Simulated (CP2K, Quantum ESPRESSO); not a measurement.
## BN(111) slab, H on both faces (200 atoms): runs against a plane-wave reference

The cell holds 200 atoms: 75 B, 75 N and 50 H. Its edges and angles: a = 12.784 Å, b = 12.784 Å, c = 18.907 Å, α = 90.0°, β = 90.0°, γ = 60.0°. It derives from BN (zinc-blende). Zinc-blende BN (a = 3.616 Å), (111) slab of 6 atomic planes, 5 x 5 surface cells, H on the broken bonds of both faces, 12 Å of vacuum; displaced by a Gaussian of 0.02 Å. Then every atom was moved at random, 0.02 Å r.m.s. a Cartesian component (hydrogen 0.6 of that). Regions: slab, 150 atoms (75 B and 75 N); hydrogen, 50 atoms (50 H). Vacuum lies along c.

Geometry: as built.

The reference, a calculation:

| Property | Result |
| --- | --- |
| method | Kohn-Sham DFT, PBE, SSSP efficiency 1.3.0 pseudopotentials, plane waves (Quantum ESPRESSO 7.5); sssp-pbe-1.3.0-efficiency, cutoffs 60/480 Ry, Γ point |
| r.m.s. force component | 1.217 eV/Å |
| longest force | 4.471 eV/Å |
| time | 18 min on 8 MPI ranks of Arm Neoverse N1, shared host |
| CPU time | 2.4 h |

Runs, in no order:
A. CP2K RPBE, PBE potentials, DZVP-MOLOPT-SR, 600/50 Ry, diagonalisation: Kohn-Sham DFT, RPBE, GTH-PBE pseudopotentials, Gaussian and plane waves, DZVP-MOLOPT-SR-GTH, diagonalisation
B. CP2K r2SCAN, SCAN potentials, DZVP-UZH(SCAN), 600/50 Ry, diagonalisation: Kohn-Sham DFT, r2SCAN, GTH-SCAN pseudopotentials, Gaussian and plane waves, DZVP-MOLOPT (UZH set), diagonalisation
C. CP2K PBE, SZV-MOLOPT-SR, 600/50 Ry, diagonalisation: Kohn-Sham DFT, PBE, GTH-PBE pseudopotentials, Gaussian and plane waves, SZV-MOLOPT-SR-GTH, diagonalisation
D. CP2K PBE, DZVP-MOLOPT (SR for B), 600/50 Ry, diagonalisation: Kohn-Sham DFT, PBE, GTH-PBE pseudopotentials, Gaussian and plane waves, DZVP-MOLOPT-GTH, diagonalisation

Q: Order them from the smallest to the largest r.m.s. force difference.

D, A, B, C.

```
                                                                        run  Δ force, r.m.s. (meV/Å)  share of r.m.s. force (%)  CPU time
            D. CP2K PBE, DZVP-MOLOPT (SR for B), 600/50 Ry, diagonalisation                      113                       9.28     2.1 h
   A. CP2K RPBE, PBE potentials, DZVP-MOLOPT-SR, 600/50 Ry, diagonalisation                      167                       13.7    54 min
B. CP2K r2SCAN, SCAN potentials, DZVP-UZH(SCAN), 600/50 Ry, diagonalisation                      314                       25.8    80 min
                     C. CP2K PBE, SZV-MOLOPT-SR, 600/50 Ry, diagonalisation                      753                       61.9    15 min
```

The electronic-structure runs sample only Γ, in a cell whose shortest periodic width is 11 Å, which is coarse for a cell with partly filled levels.

[Logs are printed without paths, hosts, clocks, repeated set-up lines and the standing remarks that a program may print on its own settings, such as how far it seeks lower states.]

[Hosts, paths, dates, database ids (printed as entryN), source tags and the programs' standing remarks are cut or masked in the printed files.]
